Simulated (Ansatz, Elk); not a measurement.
# How far do independent atoms describe SiPb2C?

The structure of SiPb2C used here is made up (a known structure type with other elements) and was relaxed beforehand with r2SCAN. The aim is the Fourier transform of its all-electron density, F(hkl), set beside the sum over free spherical atoms that refinements use.

Program: Elk 11.2.3 (patched build). Level of theory: DFT, PBE, all-electron APW+lo, Dirac cores, scalar-relativistic bands, static density, no spin. Results are calculated unless marked as measured.

The structure was built from a prototype and need not be the compound's stable phase.

## 1. Set-up

It takes space group P6_3/mmc (No. 194, hexagonal). The conventional cell has a = 3.664 Å, b = 3.664 Å, c = 14.177 Å, α = 90.00°, β = 90.00°, γ = 120.00°. Nearest to Pb lie 3 C at 2.54 Å and 3 Si at 3.01 Å. Nearest to Si lie 6 Pb at 3.01 Å. C has 6 Pb at 2.54 Å nearest. Farther neighbours are not listed.

## 2. Ground state and structure factors

An all-electron density is needed, since X-rays see the cores too. Task 0 finds the density and task 195 Fourier-transforms it; tshift is off so that phases refer to the origin typed.

elk.in

```
tasks
  0
  195

xctype
  20

spinpol
  .false.

rgkmax
  7.0

gmaxvr
  14.0

lmaxo
  7

lmaxapw
  8

swidth
  0.002

tshift
  .false.

ramdisk
  .false.

hmaxvr
  5.5

maxscl
  120

epspot
  1e-06

sppath
  './'

avec
  6.92355335965 0.00000000000 0.00000000000
  -3.46177667983 5.99597309392 -0.00000000000
  0.00000000000 -0.00000000000 26.79070706739

atoms
  3
  'Pb.in'
  4
  0.6666666667 0.3333333333 0.9010953379   0.000000 0.000000 0.000000
  0.3333333333 0.6666666667 0.0989046621   0.000000 0.000000 0.000000
  0.3333333333 0.6666666667 0.4010953379   0.000000 0.000000 0.000000
  0.6666666667 0.3333333333 0.5989046621   0.000000 0.000000 0.000000
  'Si.in'
  2
  0.3333333333 0.6666666667 0.7500000000   0.000000 0.000000 0.000000
  0.6666666667 0.3333333333 0.2500000000   0.000000 0.000000 0.000000
  'C.in'
  2
  -0.0000000000 -0.0000000000 0.0000000000   0.000000 0.000000 0.000000
  -0.0000000000 0.0000000000 0.5000000000   0.000000 0.000000 0.000000

ngridk
  7 7 2
```

Run with:

```bash
> OMP_NUM_THREADS=4 elk
```

Numbers of over 12 decimals in the logs are rounded to 6 here.

Log:

```text
┌─────────────────────────┐
│ Elk code version 11.2.3 │
└─────────────────────────┘

All units are atomic (Hartree, Bohr, etc.)

┌─────────────────────────────────────────────────┐
│ Ground-state run starting from atomic densities │
└─────────────────────────────────────────────────┘

Lattice vectors :
   6.923553360       0.000000000       0.000000000
  -3.461776680       5.995973094      -0.000000000
   0.000000000      -0.000000000       26.79070707

Reciprocal lattice vectors :
  0.9075087575      0.5239504255       0.000000000
  -0.000000000       1.047900851       0.000000000
  -0.000000000       0.000000000      0.2345285360

Unit cell volume      :    1112.174401
Brillouin zone volume :   0.2230317594

Muffin-tin inner radius fraction :   0.1000000000E-01

Nuclei treated as point charges

Species : 1 (Pb)
 parameters loaded from : Pb.in
 name : lead
 nuclear charge    :   -82.00000000
 electronic charge :    82.00000000
 atomic mass :    377702.4943
 muffin-tin radius :    2.800000000
 number of radial points in muffin-tin :   1393
 inner part over the whole radius :   0.9993555083E-02
 number on inner part of muffin-tin    :   1001
 approximate nuclear radius :   0.1047603524E-03
 number of mesh points to nuclear radius :    525
 atomic positions (lattice), magnetic fields (Cartesian) :
  1 :  -0.33333333  0.33333333 -0.09890466    0.00000000  0.00000000  0.00000000
  2 :   0.33333333 -0.33333333  0.09890466    0.00000000  0.00000000  0.00000000
  3 :   0.33333333 -0.33333333  0.40109534    0.00000000  0.00000000  0.00000000
  4 :  -0.33333333  0.33333333 -0.40109534    0.00000000  0.00000000  0.00000000

Species : 2 (Si)
 parameters loaded from : Si.in
 name : silicon
 nuclear charge    :   -14.00000000
 electronic charge :    14.00000000
 atomic mass :    51196.73458
 muffin-tin radius :    2.200000000
 number of radial points in muffin-tin :    793
 inner part over the whole radius :   0.9899632250E-02
 number on inner part of muffin-tin    :    553
 approximate nuclear radius :   0.5963282101E-04
 number of mesh points to nuclear radius :    246
 atomic positions (lattice), magnetic fields (Cartesian) :
  1 :   0.33333333 -0.33333333 -0.25000000    0.00000000  0.00000000  0.00000000
  2 :  -0.33333333  0.33333333  0.25000000    0.00000000  0.00000000  0.00000000

Species : 3 (C)
 parameters loaded from : C.in
 name : carbon
 nuclear charge    :   -6.000000000
 electronic charge :    6.000000000
 atomic mass :    21894.16674
 muffin-tin radius :    1.800000000
 number of radial points in muffin-tin :    593
 inner part over the whole radius :   0.9914778686E-02
 number on inner part of muffin-tin    :    406
 approximate nuclear radius :   0.4747601631E-04
 number of mesh points to nuclear radius :    166
 atomic positions (lattice), magnetic fields (Cartesian) :
  1 :   0.00000000  0.00000000  0.00000000    0.00000000  0.00000000  0.00000000
  2 :   0.00000000  0.00000000  0.50000000    0.00000000  0.00000000  0.00000000

Total number of atoms per unit cell :    8
Total muffin-tin volume :    505.8718155
 ratio of muffin-tin to unit cell volume :   0.4548493607

Spin treatment :
 spin-unpolarised

Number of Bravais lattice symmetries :   24
Number of crystal symmetries         :   24
Crystal has inversion symmetry
Real symmetric eigensolver will be used

k-point grid :      7     7     2
k-point offset :    0.000000000       0.000000000       0.000000000
k-point set is reduced with full crystal symmetry group
Total number of k-points :       16

Muffin-tin radius times maximum |G+k| :    7.000000000
 using average radius
Maximum |G+k| for APW functions       :    2.916666667
Maximum (1/2)|G+k|²                   :    4.253472222
Maximum |G| for potential and density :    14.00000000
Constant for pseudocharge density :   10
 order of it for each species :   17  17  17
 order of it for pair densities of each species (exact exchange by exxq0 0: 18) :   13   7   4
Radial integration step length :    1

[...]
electron entropic           :    -0.11824100848351E-02
 total energy                :     -84372.085777956

Density of states at Fermi energy :    91.53418170
 (states/Hartree/unit cell)

Estimated indirect band gap :   0.7764847988E-02
 from k-point 14 to k-point 6
Estimated direct band gap   :   0.9483054661E-02
 at k-point 6

Charges :
 core                        :    296.0000000
 valence                     :    72.00000000
 interstitial                :    11.99452695
 muffin-tins (core leakage)
  species : 1 (Pb)
[...]
species : 2 (Si)
[...]
species : 3 (C)
[...]
total in muffin-tins        :    356.0054730
 total calculated charge     :    367.9897931
 total charge                :    368.0000000
 error                       :   0.1020693247E-01

RMS change in Kohn-Sham potential (target) :    1.237429918     (  0.1000000000E-05)
Absolute change in total energy (target)   :   0.1359175113     (  0.1000000000E-03)

[... loops 3 to 17 left out ...]

┌──────────────────┐
│ Loop number : 18 │
└──────────────────┘

Energies :
 Fermi                       :     0.247606
 sum of occupied eigenvalues :     -52122.215201028
 electron kinetic            :      98137.937198312
 core electron kinetic       :      97596.301915717
 Coulomb                     :     -180894.81558994
 Coulomb potential           :     -148148.99465551
 nuclear-nuclear             :     -6179.7078251214
 electron-nuclear            :     -201381.73118163
 Hartree                     :      26666.623416810
 Madelung                    :     -106820.31826219
 xc potential                :     -2111.1577438327
 exchange                    :     -1591.9431716385
 correlation                 :     -21.753736192484
 electron entropic           :    -0.73768990814776E-03
 total energy                :     -84370.576037149

Density of states at Fermi energy :    49.55706518
 (states/Hartree/unit cell)

Estimated indirect band gap :   0.4969933824E-02
 from k-point 5 to k-point 10
Estimated direct band gap   :   0.2548891010E-01
 at k-point 5

Charges :
 core                        :    296.0000000
 valence                     :    72.00000000
 interstitial                :    12.31019969
 muffin-tins (core leakage)
  species : 1 (Pb)
[...]
species : 2 (Si)
[...]
species : 3 (C)
[...]
total in muffin-tins        :    355.6898003
 total calculated charge     :    367.9904632
 total charge                :    368.0000000
 error                       :   0.9536769392E-02

RMS change in Kohn-Sham potential (target) :   0.1833331238E-06 (  0.1000000000E-05)
Absolute change in total energy (target)   :   0.6080695312E-04 (  0.1000000000E-03)

Convergence targets achieved

┌──────────────────┐
│ Loop number : 19 │
└──────────────────┘

Energies :
 Fermi                       :     0.247606
 sum of occupied eigenvalues :     -52122.215194263
 electron kinetic            :      98137.937194558
 core electron kinetic       :      97596.301908171
 Coulomb                     :     -180894.81558156
 Coulomb potential           :     -148148.99465568
 nuclear-nuclear             :     -6179.7078251214
 electron-nuclear            :     -201381.73116417
 Hartree                     :      26666.623407726
 Madelung                    :     -106820.31825372
 xc potential                :     -2111.1577331450
 exchange                    :     -1591.9431714843
 correlation                 :     -21.753736195597
 electron entropic           :    -0.73768969656685E-03
 total energy                :     -84370.576032375

Density of states at Fermi energy :    49.55703420
 (states/Hartree/unit cell)

Estimated indirect band gap :   0.4969942770E-02
 from k-point 5 to k-point 10
Estimated direct band gap   :   0.2548891664E-01
 at k-point 5

Charges :
 core                        :    296.0000000
 valence                     :    72.00000000
 interstitial                :    12.31019986
 muffin-tins (core leakage)
  species : 1 (Pb)
[...]
species : 2 (Si)
[...]
atom 2                    :    12.00420250     (  0.1295093360E-02)
  species : 3 (C)
   atom 1                    :    4.953675967     (  0.3371636704E-05)
   atom 2                    :    4.953675967     (  0.3371636704E-05)
 total in muffin-tins        :    355.6898001
 total calculated charge     :    367.9904632
 total charge                :    368.0000000
 error                       :   0.9536768922E-02

┌──────────────────────────────┐
│ Self-consistent loop stopped │
└──────────────────────────────┘

Warning : core states of species 1 leak from the muffin-tin :   0.1199114619E-02

Warning : core states of species 2 leak from the muffin-tin :   0.1295093360E-02

Wrote STATE.OUT
```

The job ended after 98 s (4 threads of Arm Neoverse N1, shared host; peak memory 0.31 GiB).

SFACRHO.OUT:

```text

h k l indices transformed by vhmat matrix:
   1.000000000       0.000000000       0.000000000    
   0.000000000       1.000000000       0.000000000    
   0.000000000       0.000000000       1.000000000    

      h      k      l  multipl.   |H|            Re(F)            Im(F)           |F|

      0      0      0      1   0.0000000       368.00000     -0.82595960E-16   368.00000    
      0      0     -1      2  0.23452854      0.14469863E-14 -0.42311940E-15  0.15075806E-14
      0      0      2      2  0.46905707       87.729845     -0.86599072E-15   87.729845    
      0      0     -3      2  0.70358561      0.12058219E-13  0.70925927E-15  0.12079060E-13
      0      0     -4      2  0.93811414      -203.98250      0.89257750E-14   203.98250    
      0      1      0      6   1.0479009      -147.64534     -0.51117121E-13   147.64534    
      1     -1      1      6   1.0738249       128.22682     -0.34312972E-13   128.22682    
      1     -1     -1      6   1.0738249      -128.22682      0.84532084E-13   128.22682    
     -1      1     -2      6   1.1480900      -27.479325     -0.82243801E-13   27.479325    
      1      0      2      6   1.1480900      -27.479325     -0.18085458E-13   27.479325    
      0      0      5      2   1.1726427      0.57879451E-14  0.18720599E-14  0.60831667E-14
      1     -1      3      6   1.2621921       250.23555     -0.13005683E-12   250.23555    
      0      1     -3      6   1.2621921      -250.23555     -0.18149348E-12   250.23555    
      1     -1     -4      6   1.4064687       106.37201     -0.33369462E-13   106.37201    
      1      0     -4      6   1.4064687       106.37201     -0.13095095E-13   106.37201    
      0      0     -6      2   1.4071712      -239.68925      0.23028350E-14   239.68925    
      0     -1      5      6   1.5726370       7.6344458     -0.43148736E-13   7.6344458    
     -1      0      5      6   1.5726370      -7.6344458      0.16645077E-13   7.6344458
```

Elk indexes on the primitive cell of elk.in and gives |H| = 4π sin θ/λ in inverse bohr. Below, one row stands for each form hkl of the conventional cell (m members, Friedel mates merged), F is for one primitive cell and the density is static (no thermal factor). Free-atom factors are Waasmaier and Kirfel's, and R is Σm||F|−|F'||/Σm|F|.

```csv
hkl,m,sin θ/λ (Å⁻¹),"abs F, DFT",neutral atoms,diff.
001,2,0.035,0.000,0.000,+0.000
002,2,0.070,87.730,87.732,-0.002
003,2,0.106,0.000,0.000,+0.000
004,2,0.141,203.982,204.870,-0.888
100,6,0.158,147.645,148.242,-0.597
101,12,0.162,128.227,128.450,-0.223
102,12,0.173,27.479,28.093,-0.613
005,2,0.176,0.000,0.000,+0.000
103,12,0.190,250.236,250.436,-0.200
104,12,0.211,106.372,106.073,+0.299
006,2,0.212,239.689,240.552,-0.863
105,12,0.236,7.634,7.751,-0.117
007,2,0.247,0.000,0.000,+0.000
106,12,0.264,121.486,121.604,-0.118
110,6,0.273,277.388,277.535,-0.147
111,12,0.275,0.000,0.000,+0.000
112,12,0.282,69.587,69.648,-0.061
008,2,0.282,86.469,86.774,-0.305
113,12,0.293,0.000,0.000,+0.000
107,12,0.293,187.322,187.201,+0.121
114,12,0.307,172.907,172.749,+0.158
200,6,0.315,124.524,124.483,+0.041
```

## 3. The highest occupied states alone

An energy window below the Fermi level keeps the highest occupied states, to see at which angles they scatter; shallow core shells can lie inside it and anion s states outside. No new self-consistency is needed.

elk.in, as its differences from that of step 2:

```diff
@@ -1,3 +1,2 @@
 tasks
-  0
   195
@@ -40,2 +39,5 @@
 
+wsfac
+  -0.193390 0.547610
+
 sppath
```

Run with:

```bash
> OMP_NUM_THREADS=4 elk
```

Log:

```text
┌─────────────────────────────────┐
│ Elk code version 11.2.3 started │
└─────────────────────────────────┘

Info(readinput): the functional depends on the density's gradient
 muffin-tin radial points multiplied by    2.00000
 (not where nrmtscf is given)

┌────────────────────┐
│ Current task : 195 │
└────────────────────┘

Info(sfacrho): density structure factors written to SFACRHO.OUT

 Energy window :  -0.1933900000      0.5476100000

┌──────────────────┐
│ Elk code stopped │
└──────────────────┘
```

The job ended after 42 s (4 threads; peak memory 0.21 GiB; 46 s of CPU time).

States within 12 eV below the Fermi level hold 30.94 electrons; any levels below the window count with the cores, and a count that is not whole means the window cuts a band. Their amplitudes can exceed the total, where window and core parts have opposite phase:

```csv
hkl,sin θ/λ (Å⁻¹),"abs F, window","abs F, all"
001,0.035,0.000,0.000
002,0.070,3.990,87.730
003,0.106,0.000,0.000
004,0.141,4.536,203.982
100,0.158,1.935,147.645
101,0.162,0.395,128.227
102,0.173,4.801,27.479
005,0.176,0.000,0.000
103,0.190,2.236,250.236
104,0.211,3.034,106.372
```

## 4. Another functional

The difference from free atoms is small, so it is set against the change that LDA (Perdew-Wang) makes.

elk.in, as its differences from that of step 3:

```diff
@@ -1,2 +1,3 @@
 tasks
+  0
   195
@@ -4,3 +5,3 @@
 xctype
-  20
+  3
 
@@ -39,5 +40,2 @@
 
-wsfac
-  -0.193390 0.547610
-
 sppath
```

Run with:

```bash
> OMP_NUM_THREADS=4 elk
```

Log:

```text
┌─────────────────────────┐
│ Elk code version 11.2.3 │
└─────────────────────────┘

All units are atomic (Hartree, Bohr, etc.)

┌─────────────────────────────────────────────────┐
│ Ground-state run starting from atomic densities │
└─────────────────────────────────────────────────┘

Lattice vectors :
   6.923553360       0.000000000       0.000000000
  -3.461776680       5.995973094      -0.000000000
   0.000000000      -0.000000000       26.79070707

Reciprocal lattice vectors :
  0.9075087575      0.5239504255       0.000000000
[...]
species : 3 (C)
   atom 1                    :    4.929778329     ( -0.3746514401E-06)
   atom 2                    :    4.929778329     ( -0.3746514401E-06)
 total in muffin-tins        :    355.7671798
 total calculated charge     :    367.9904176
 total charge                :    368.0000000
 error                       :   0.9582412342E-02

┌──────────────────────────────┐
│ Self-consistent loop stopped │
└──────────────────────────────┘

Warning : core states of species 1 leak from the muffin-tin :   0.1208027045E-02

Warning : core states of species 2 leak from the muffin-tin :   0.1314464095E-02

Wrote STATE.OUT
[key lines of the parts left out:]
total energy                :     -84322.984383418
```

Wall time 57 s (4 threads); peak memory 0.25 GiB.

Against the first run R = 0.02 %; the largest change is +0.079 at 004.

## 5. Basis size

The basis and the expansions that go with it are enlarged, to see whether the differences are converged.

elk.in, as its differences from that of step 4:

```diff
@@ -5,3 +5,3 @@
 xctype
-  3
+  20
 
@@ -11,12 +11,12 @@
 rgkmax
-  7.0
+  8.5
 
 gmaxvr
-  14.0
+  18.0
 
 lmaxo
-  7
+  9
 
 lmaxapw
-  8
+  10
```

Run with:

```bash
> OMP_NUM_THREADS=4 elk
```

Log:

```text
┌─────────────────────────┐
│ Elk code version 11.2.3 │
└─────────────────────────┘

All units are atomic (Hartree, Bohr, etc.)

┌─────────────────────────────────────────────────┐
│ Ground-state run starting from atomic densities │
└─────────────────────────────────────────────────┘

Lattice vectors :
   6.923553360       0.000000000       0.000000000
  -3.461776680       5.995973094      -0.000000000
   0.000000000      -0.000000000       26.79070707

Reciprocal lattice vectors :
  0.9075087575      0.5239504255       0.000000000
[...]
species : 3 (C)
   atom 1                    :    4.965327880     (  0.3378064278E-05)
   atom 2                    :    4.965327880     (  0.3378064278E-05)
 total in muffin-tins        :    355.7238340
 total calculated charge     :    367.9921626
 total charge                :    368.0000000
 error                       :   0.7837436934E-02

┌──────────────────────────────┐
│ Self-consistent loop stopped │
└──────────────────────────────┘

Warning : core states of species 1 leak from the muffin-tin :   0.1198346630E-02

Warning : core states of species 2 leak from the muffin-tin :   0.1295390619E-02

Wrote STATE.OUT
[key lines of the parts left out:]
total energy                :     -84370.591897601
```

Run time: 4.4 min. Hardware: 4 threads; peak memory 0.6 GiB; 11 min of CPU time.

Against the first run R = 0.00 %; the largest change is -0.016 at 116.

## 6. Settings against the effect

```csv
run,R against the first run (%),"R against neutral atoms, low angle (%)",wall time
"PBE, rgkmax 7",0.00,0.20,98 s
LDA (Perdew-Wang),0.02,0.19,57 s
rgkmax 8.5 with larger expansions,0.00,0.20,4.4 min
```

## 7. What came out

- R against neutral atoms, sin θ/λ < 0.3 Å⁻¹: 0.20 %
- R against neutral atoms, 0.3 to 0.71 Å⁻¹: 0.04 %

**Reading.** Independent neutral atoms miss the calculated amplitudes by R = 0.20 % below 0.3 Å⁻¹ and 0.04 % from there to 0.71 Å⁻¹; by shells, 0.31 % below 0.15 Å⁻¹ (2 forms), 0.20 % 0.15 to 0.3 (12 forms), 0.04 % 0.3 to 0.45 (25 forms), 0.04 % above 0.45 (79 forms). Bonding, aspherical density and the tables' own atoms all enter these figures, and the runs don't part them. The largest change of an amplitude is -0.89 electrons, at 004. The window's part falls from 30.9 electrons at the origin to at most 0.38 between 0.45 and 0.71 Å⁻¹. Below 0.3 Å⁻¹ the changes that finished (LDA (Perdew-Wang) and rgkmax 8.5 with larger expansions) move F by R = 0.02 % at most, against the 0.20 % that separates it from free atoms. The k-mesh has no finished test. Spin-orbit coupling is left out, which can matter for elements this heavy. Part of the difference isn't bonding: the tables are fits to free atoms and ions calculated by other methods than this functional. Thermal motion, anomalous dispersion and extinction are left out.

[Logs are printed without paths, hosts, clocks, repeated set-up lines and the standing remarks that a program may print on its own settings, such as how far it seeks lower states.]

[Hosts, paths, dates, database ids (printed as entryN), source tags and the programs' standing remarks are cut or masked in the printed files.]
